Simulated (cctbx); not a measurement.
## Ce3Zr across an absorption edge

Space group Pm-3m (no. 221), a = 4.9480 Å, b = 4.9480 Å, c = 4.9480 Å, α = 90.00°, β = 90.00°, γ = 90.00°.

```
atom  mult.  x    y    z  Ueq (Å²)
 Ce1      3  0  1/2  1/2    0.0071
 Zr1      1  0    0    0    0.0065
```

This is a model crystal, built by substitution and not relaxed, with assumed displacement parameters.

Calculated with cctbx: free-atom f′ and f″ from the Sasaki tables, no fine structure; amplitudes in electrons.

| E (eV) | F 0 3 2 | F 0 2 2 | F 1 2 3 | F 1 1 1 |
| --- | --- | --- | --- | --- |
| 5123 | 3.6 | 121.8 | 3.4 | 150.4 |
| 5473 | 1.7 | 115.7 | 1.5 | 144.2 |
| 5603 | 0.5 | 110.8 | 0.5 | 139.2 |
| 5663 | 1.5 | 106.3 | 1.7 | 134.5 |
| 5693 | 2.9 | 101.9 | 3.1 | 130.0 |
| 5708 | 4.3 | 97.6 | 4.4 | 125.6 |
| 5715 | 5.5 | 93.8 | 5.7 | 121.6 |
| 5719 | 6.8 | 89.9 | 7.0 | 117.5 |
| 5727 | 9.8 | 92.9 | 9.9 | 119.5 |
| 5731 | 8.5 | 97.9 | 8.6 | 124.7 |
| 5738 | 7.6 | 102.0 | 7.7 | 129.1 |
| 5753 | 6.8 | 106.5 | 6.8 | 133.8 |
| 5783 | 6.2 | 110.6 | 6.2 | 138.1 |
| 5873 | 5.8 | 115.8 | 5.8 | 143.6 |
| 6123 | 5.4 | 115.3 | 5.3 | 143.2 |

**Question.** Which edge is crossed, and why do the reflections move as they do?

The L3 edge of Ce. The edge is at 5723 eV. f′ of Ce falls from -11.8 e at 5603 eV to -19.2 e at 4 eV below it, and f″ steps from 3.52 to 10.71 e across it. Over that approach |F| changes by +1260 % (0 3 2), -19 % (0 2 2), +1300 % (1 2 3) and -16 % (1 1 1): a reflection falls where Ce scatters in phase with the total and rises where it scatters against it; it hardly moves where the Ce term is small or cancels by symmetry. Above the edge the larger f″ enters the imaginary part, where it can add to or cancel the other atoms' f″. The structure is centrosymmetric, so Friedel mates stay equal.

[Logs are printed without paths, hosts, clocks, repeated set-up lines and the standing remarks that a program may print on its own settings, such as how far it seeks lower states.]
